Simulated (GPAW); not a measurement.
# Near-edge structure at the Zn K edge of zinc-blende (ZnS)₁₋ₓ(ZnSe)ₓ at x = 0.75

What does the Zn K edge look like in zinc-blende (ZnS)₁₋ₓ(ZnSe)ₓ at x = 0.75?

Main program and level: GPAW 26.7.0; X-ray absorption from dipole matrix elements to empty bands, plane-wave PAW LDA.

## (1) Starting point

The cell holds 16 atoms: 8 Zn, 6 Se and 2 S. Its edges and angles: a = 7.925 Å, b = 7.925 Å, c = 7.925 Å, α = 60.0°, β = 60.0°, γ = 60.0°. 16-atom zinc-blende cell, 6 of 8 S sites taken by Se at random, lattice constants typed for the ends and interpolated (Vegard).

## (2) Relaxation

The cell was built by hand, so its atoms are relaxed first: near-edge features follow bond lengths closely.

File relax.py:

```python
import numpy as np
from ase import Atoms
from ase.parallel import parprint, paropen
from gpaw import GPAW, PW, FermiDirac, Mixer, MixerDif, setup_paths
from ase.optimize import BFGS

atoms = Atoms('ZnSeZnSZnSeZnSeZnSeZnSeZnSeZnS',
    cell=[[0, 5.6035, 5.6035],
     [5.6035, 0, 5.6035],
     [5.6035, 5.6035, 0]],
    scaled_positions=[[0.999397, 0.001957, 0.001578],
     [0.127221, 0.127201, 0.126064],
     [0.999057, 0.998246, 0.497996],
     [0.125587, 0.121491, 0.625291],
     [0.999779, 0.499266, 0.001841],
     [0.126588, 0.627189, 0.123354],
     [0.000025, 0.501733, 0.499426],
     [0.126546, 0.624164, 0.622702],
     [0.499835, 0.999523, 0.000687],
     [0.623885, 0.126282, 0.127988],
     [0.500221, 0.998456, 0.501614],
     [0.619477, 0.124601, 0.624185],
     [0.503374, 0.49864, 0.002688],
     [0.625271, 0.624521, 0.120878],
     [0.49898, 0.500842, 0.504611],
     [0.625444, 0.622117, 0.625384]],
    pbc=True)
atoms.calc = GPAW(legacy_gpaw=True, mode=PW(400, force_complex_dtype=True), xc='LDA', setups={},
    kpts={'size': (3, 3, 3), 'gamma': True}, occupations=FermiDirac(0.08),
    charge=0, mixer=Mixer(0.1, 5, 50), maxiter=150,
    convergence={'density': 0.0001, 'eigenstates': 1e-6}, txt='relax.txt')
steps = []
opt = BFGS(atoms, logfile='-')
opt.attach(lambda: steps.append([atoms.get_potential_energy(), float(np.linalg.norm(atoms.get_forces(), axis=1).max())]))
done = opt.run(fmax=0.05, steps=30)
out = dict(done=bool(done), steps=steps, frac=atoms.get_scaled_positions().tolist())
import json
with paropen('out.json', 'w') as f:
    json.dump(out, f)
```

Command:

```console
OMP_NUM_THREADS=1 mpirun -n 4 gpaw python relax.py
```

Numbers of over 12 decimals in the logs are rounded to 6 here.

Output:

```text
Input parameters:
  convergence: {density: 0.0001,
                eigenstates: 1e-06}
  kpts: {gamma: True,
         size: (3, 3, 3)}
  maxiter: 150
  mixer: {backend: pulay,
          beta: 0.1,
          method: separate,
          nmaxold: 5,
          weight: 50}
  mode: {ecut: 400.0,
         force_complex_dtype: True,
         name: pw}
  occupations: {fixmagmom: False,
                name: fermi-dirac,
[...]
14 Zn    0.00059   -0.00001   -0.02062
 15 S     0.00476   -0.00982    0.00139
Step     Time          Energy          fmax
BFGS:    0 03:32:40      -60.434634        0.782882
BFGS:    1 03:33:07      -60.476442        0.669370
BFGS:    2 03:33:43      -60.607301        0.154373
BFGS:    3 03:34:08      -60.610077        0.144769
BFGS:    4 03:34:30      -60.612479        0.114662
BFGS:    5 03:34:53      -60.614882        0.055300
BFGS:    6 03:35:10      -60.615424        0.040464
[key lines of the parts left out:]
Converged after 5 iterations.
Dipole moment: (-25.282838, -25.348064, -27.767152) |e|*Ang
Free energy:    -60.615424
Fermi level: 4.21467
```

Elapsed: 3.3 min, on 4 MPI ranks of AMD EPYC 7R13 (Zen 3), shared host; peak memory 0.39 GiB; 13 min of CPU time.

In 6 steps the energy fell by 181 meV (energies extrapolated to zero smearing) and the largest force to 0.041 eV/Å. Atom 11 (Zn; the text counts from 1, the script from 0) is among those that moved most, by 0.09 Å.

## (3) The field without a hole

The ground state comes first: it tells whether the system has a gap, which decides how the excited electron is treated.

File scf.py:

```python
import numpy as np
from ase import Atoms
from ase.parallel import parprint, paropen
from gpaw import GPAW, PW, FermiDirac, Mixer, MixerDif, setup_paths
from gpaw.test import gen
setup_paths.insert(0, '.')
gen('Zn', name='nch1s', xcname='LDA', corehole=(1, 0, 0), write_xml=True)
from gpaw.mpi import world
world.barrier()

atoms = Atoms('ZnSeZnSZnSeZnSeZnSeZnSeZnSeZnS',
    cell=[[0, 5.6035, 5.6035],
     [5.6035, 0, 5.6035],
     [5.6035, 5.6035, 0]],
    scaled_positions=[[0.0036144, 0.0049257, 0.9895775],
     [0.1251722, 0.1254319, 0.1256143],
     [0.0014388, 0.0025686, 0.5045452],
     [0.1239728, 0.1243299, 0.6252499],
     [0.0008198, 0.5014772, 0.9996523],
     [0.1258446, 0.6261891, 0.1252315],
     [0.9943497, 0.492067, 0.5059168],
     [0.1250765, 0.6244284, 0.6242815],
     [0.5013273, 0.0002597, 0.9996213],
     [0.6253601, 0.1243204, 0.1268906],
     [0.491536, 0.9913568, 0.5082046],
     [0.6236732, 0.1248771, 0.6244508],
     [0.5040518, 0.5024442, 0.9902881],
     [0.6250514, 0.6244969, 0.1262977],
     [0.5034667, 0.5032488, 0.504682],
     [0.6258937, 0.6238218, 0.6258092]],
    pbc=True)
atoms.calc = calc = GPAW(legacy_gpaw=True, mode=PW(400, force_complex_dtype=True), xc='LDA', setups={0: 'nch1s'},
    kpts={'size': (3, 3, 3), 'gamma': True}, occupations=FermiDirac(0.05),
    charge=0, mixer=Mixer(0.1, 5, 50), maxiter=150,
    convergence={'density': 0.0001, 'eigenstates': 1e-6}, txt='scf.txt')
energy = atoms.get_potential_energy() + calc.get_reference_energy()
ef = calc.get_fermi_level()
out = dict(energy=energy, fermi=ef, forces=atoms.get_forces().tolist())
parprint(f'all-electron energy {energy:.4f} eV, Fermi level {ef:.4f} eV')
ev = np.array([[calc.get_eigenvalues(k, s) for k in range(len(calc.get_ibz_k_points()))] for s in range(calc.get_number_of_spins())])
out['homo'], out['lumo'], out['counts'] = ev[ev < ef].max(), ev[ev > ef].min(), sorted(set((ev < ef).sum((0, 2)).tolist()))
out['filled'] = (ev[:, 0] < ef).sum(1).tolist()
import json
with paropen('out.json', 'w') as f:
    json.dump(out, f)
```

Command:

```console
OMP_NUM_THREADS=1 mpirun -n 4 gpaw python scf.py
```

Output:

```text
Input parameters:
  convergence: {density: 0.0001,
                eigenstates: 1e-06}
  kpts: {gamma: True,
         size: (3, 3, 3)}
  maxiter: 150
  mixer: {backend: pulay,
          beta: 0.1,
          method: separate,
          nmaxold: 5,
          weight: 50}
  mode: {ecut: 400.0,
         force_complex_dtype: True,
         name: pw}
  occupations: {fixmagmom: False,
                name: fermi-dirac,
                width: 0.05}
  setups: {0: nch1s}

Initialize ...

[... PAW data sets ...]

Reference energy: -808055.423360  # eV

Spin-paired calculation

[... convergence settings ...]
Symmetries present (total): 1
  [... symmetry matrices ...]

27 k-points: 3 x 3 x 3 Monkhorst-Pack grid
14 k-points in the irreducible part of the Brillouin zone
       k-points in crystal coordinates                weights
   0:     0.00000000    0.00000000    0.00000000          1/27
   1:     0.00000000    0.00000000    0.33333333          2/27
   2:     0.00000000    0.33333333   -0.33333333          2/27
   3:     0.00000000    0.33333333    0.00000000          2/27
   4:     0.00000000    0.33333333    0.33333333          2/27
   5:     0.33333333   -0.33333333   -0.33333333          2/27
   6:     0.33333333   -0.33333333    0.00000000          2/27
   7:     0.33333333   -0.33333333    0.33333333          2/27
   8:     0.33333333    0.00000000   -0.33333333          2/27
   9:     0.33333333    0.00000000    0.00000000          2/27
          ...
  13:     0.33333333    0.33333333    0.33333333          2/27

Wave functions: Plane wave expansion
  Cutoff energy: 400.000 eV
  Number of coefficients (min, max): 6374, 6405
  Pulay-stress correction: 0.000000 eV/Ang^3 (de/decut=0.000000)
  Using FFTW library
  Wavefunction extrapolation:
    Improved wavefunction reuse through dual PAW basis

Occupation numbers: Fermi-Dirac:
  width: 0.0500  # eV

Eigensolver
   Davidson(niter=2)

Densities:
  Coarse grid: 40*40*40 grid
  Fine grid: 80*80*80 grid
  Total Charge: 0.000000

Density mixing:
  Method: separate
  Backend: pulay
  Linear mixing parameter: 0.1
  old densities: 5
  Width of damping distribution: 1.1
  Damping of long wavelength oscillations: 50

[... Hamiltonian set-up ...]
Number of atoms: 16
Number of atomic orbitals: 104
Number of bands in calculation: 91
Number of valence electrons: 144
Bands to converge: occupied

... initialized

Initializing position-dependent things.

Density initialized from atomic densities
Creating initial wave functions:
  91 bands from LCAO basis set

                      Zn

                        S  Zn
                             Zn
                Se
                    Zn
                  Se  Zn
         Se            Se
                           Zn
              Se

                S
                    Zn
       Se   Zn

Atomic positions and initial magnetic moments

Positions:
   0 Zn     5.572699    5.565351    0.047854    ( 0.0000,  0.0000,  0.0000)
   1 Se     1.406737    1.405282    1.404260    ( 0.0000,  0.0000,  0.0000)
   2 Zn     2.841612    2.835281    0.022455    ( 0.0000,  0.0000,  0.0000)
   3 S      4.200270    4.198269    1.391364    ( 0.0000,  0.0000,  0.0000)
   4 Zn     8.411579    5.606145    2.814621    ( 0.0000,  0.0000,  0.0000)
   5 Se     4.210585    1.406905    4.214021    ( 0.0000,  0.0000,  0.0000)
   6 Zn     5.592202    8.406743    8.329136    ( 0.0000,  0.0000,  0.0000)
[...]
13 Se     4.207078    4.210185    7.001844    ( 0.0000,  0.0000,  0.0000)
  14 Zn     5.647940    5.649161    5.641130    ( 0.0000,  0.0000,  0.0000)
  15 S      7.002307    7.013917    7.002781    ( 0.0000,  0.0000,  0.0000)

Unit cell:
           periodic     x           y           z      points  spacing
  1. axis:    yes    0.000000    5.603500    5.603500    40     0.1618
  2. axis:    yes    5.603500    0.000000    5.603500    40     0.1618
  3. axis:    yes    5.603500    5.603500    0.000000    40     0.1618

  Lengths:   7.924546   7.924546   7.924546
  Angles:   60.000000  60.000000  60.000000

Effective grid spacing dv^(1/3) = 0.1765

iter:   1   -61.628487
iter:   2   -61.761439   -0.21  -1.24
iter:   3   -60.668065   -1.24  -1.30
iter:   4   -60.749815   -1.77  -1.58
iter:   5   -60.673508   -2.13  -1.69
iter:   6   -60.645587   -3.11  -2.20
iter:   7   -60.624648c  -2.58  -2.56
iter:   8   -60.616161c  -3.60  -2.59
iter:   9   -60.616807c  -3.95  -3.02
iter:  10   -60.615406c  -4.29  -3.12
iter:  11   -60.615416c  -5.23  -3.86
iter:  12   -60.615413c  -5.96  -4.06c
iter:  13   -60.615405c  -5.95  -4.14c
iter:  14   -60.615403c  -6.88c -4.49c

Converged after 14 iterations.

Dipole moment: (-25.285355, -25.350965, -27.769116) |e|*Ang

Energy contributions relative to reference atoms: (reference = -808055.423360)

Kinetic:        +79.509921
Potential:      -67.609519
External:        +0.000000
XC:             -72.064918
Entropy (-ST):   -0.000002
Local:           -0.450885
SIC:             +0.000000
--------------------------
Free energy:    -60.615404
Extrapolated:   -60.615403

Showing only first 2 kpts
 Kpt  Band  Eigenvalues  Occupancy
  0    70      3.58319    1.99999
  0    71      3.60931    1.99998
  0    72      4.73346    0.00004
  0    73      6.00473    0.00000

  1    70      3.35243    2.00000
  1    71      3.37266    2.00000
  1    72      5.93879    0.00000
  1    73      6.26873    0.00000

Fermi level: 4.18973

Gap: 1.124 eV
Transition (v -> c):
  (s=0, k=0, n=71, [0.00, 0.00, 0.00]) -> (s=0, k=0, n=72, [0.00, 0.00, 0.00])
No difference between direct/indirect transitions

Forces in eV/Ang:
  0 Zn   -0.01527   -0.00296   -0.02514
  1 Se   -0.00028   -0.00052   -0.01157
  2 Zn    0.00110    0.01326    0.01041
  3 S    -0.00130    0.00640    0.01547
  4 Zn   -0.00715    0.00186   -0.00010
  5 Se   -0.00124    0.00366   -0.00994
  6 Zn    0.02063    0.00359    0.00414
[...]
13 Se   -0.01525   -0.01452   -0.00377
 14 Zn    0.00395    0.00328   -0.01972
 15 S     0.00004   -0.01097    0.00204
Scalar-relativistic atomic LDA calculation for Zn (Zinc, Z=30)
Core hole in 1s state (1s occupation: 2.0)
600 radial gridpoints.
|------------------------------------------------|
|------------------------------------------------|
[... the atom generator's iteration count ...]

Energy contributions:
-------------------------
Kinetic:    +1820.136505
XC:           -68.759408
Potential:  -3544.299429
-------------------------
Total:      -1792.922333

state      eigenvalue         ekin         rmax
-----------------------------------------------
1s^2.0 :  -349.206168   449.580746        0.033
2s^2.0 :   -42.473795    85.129008        0.190
2p^6.0 :   -36.877768    83.147768        0.152
3s^2.0 :    -4.724967    18.930386        0.589
3p^6.0 :    -3.060180    16.736648        0.592
3d^10.0:    -0.383140    11.061255        0.564
4s^2.0 :    -0.228494     1.468588        2.078
4p^0.0 :    -0.045217     0.573191        3.031
-----------------------------------------------
(units: Bohr and Hartree)

Generating PAW setup
Kinetic energy of the core from tauc = 1724.019189
Cutoffs:
rc(s)=2.430
rc(p)=2.400
rc(d)=2.230
rc(vbar)=2.260
rc(comp)=2.200
rc(nct)=2.430

Kinetic energy of the core states: 1706.586777
Charge: 0.0
Core electrons: 18.0
Valence electrons: 12.0
Pseudo-core charge: 0.107007
Shape function alpha=2.066
Pseudo-electron charge 3.914685
state    eigenvalue         norm
--------------------------------
4s(2) :    -0.228494     1.130383
*s    :     0.771506
4p(0) :    -0.045217     1.008310
*p    :     0.954783
3d(10):    -0.383140     0.154691
*d    :     0.616860
--------------------------------

Diagonalizing with gridspacing h=0.050

state   all-electron     PAW
-------------------------------
4s:      -0.228494    -0.228671
4p:      -0.045217    -0.045275
3d:      -0.383140    -0.383726
*f:                    0.072913
-------------------------------
all-electron energy -808116.0388 eV, Fermi level 4.1897 eV
```

It took 52 s on 4 MPI ranks; peak memory 0.38 GiB.

The mesh shows a gap of 1.12 eV. The excited electron is kept all the same, so that all members of the series, with or without a gap, are treated alike.

## (4) Reference energy of the cell

The photon energy needs a difference of total energies, so the cell and mesh of the coming hole run are first run without a hole.

scf.py: that of step 3 with these lines changed.

```diff
@@ -32,3 +32,3 @@
 atoms.calc = calc = GPAW(legacy_gpaw=True, mode=PW(400, force_complex_dtype=True), xc='LDA', setups={0: 'nch1s'},
-    kpts={'size': (3, 3, 3), 'gamma': True}, occupations=FermiDirac(0.05),
+    kpts={'size': (3, 3, 3), 'gamma': True}, occupations=FermiDirac(0.02),
     charge=0, mixer=Mixer(0.1, 5, 50), maxiter=150,
```

Output:

```text
Input parameters:
  convergence: {density: 0.0001,
                eigenstates: 1e-06}
  kpts: {gamma: True,
         size: (3, 3, 3)}
  maxiter: 150
  mixer: {backend: pulay,
          beta: 0.1,
          method: separate,
          nmaxold: 5,
          weight: 50}
  mode: {ecut: 400.0,
         force_complex_dtype: True,
         name: pw}
  occupations: {fixmagmom: False,
                name: fermi-dirac,
[...]
*s    :     0.771506
4p(0) :    -0.045217     1.008310
*p    :     0.954783
3d(10):    -0.383140     0.154691
*d    :     0.616860
--------------------------------

Diagonalizing with gridspacing h=0.050

state   all-electron     PAW
-------------------------------
4s:      -0.228494    -0.228671
4p:      -0.045217    -0.045275
3d:      -0.383140    -0.383726
*f:                    0.072913
-------------------------------
all-electron energy -808116.0388 eV, Fermi level 4.1134 eV
[key lines of the parts left out:]
Converged after 14 iterations.
Dipole moment: (-25.285354, -25.350964, -27.769116) |e|*Ang
Free energy:    -60.615404
Fermi level: 4.11335
```

Elapsed: 49 s, on 4 MPI ranks; peak memory 0.38 GiB; 3.2 min of CPU time.

Reference energy: -808116.039 eV with the cores included.

[end of part 1 of 3]

[Banner, clock and machine lines of the logs are left out without a mark of their own.]

[Logs are printed without paths, hosts, clocks, repeated set-up lines and the standing remarks that a program may print on its own settings, such as how far it seeks lower states.]

[Hosts, paths, dates, database ids (printed as entryN), source tags and the programs' standing remarks are cut or masked in the printed files.]

[Lists of maxima count a maximum above −3 eV only where it reaches 4 % of the highest in the window and stands out from its surroundings by 2 % of it (1.5 % where it reaches 55 %); shoulders and weaker maxima are passed over, and of the rest the first, up to two pre-edge ones and the few strongest are named.]
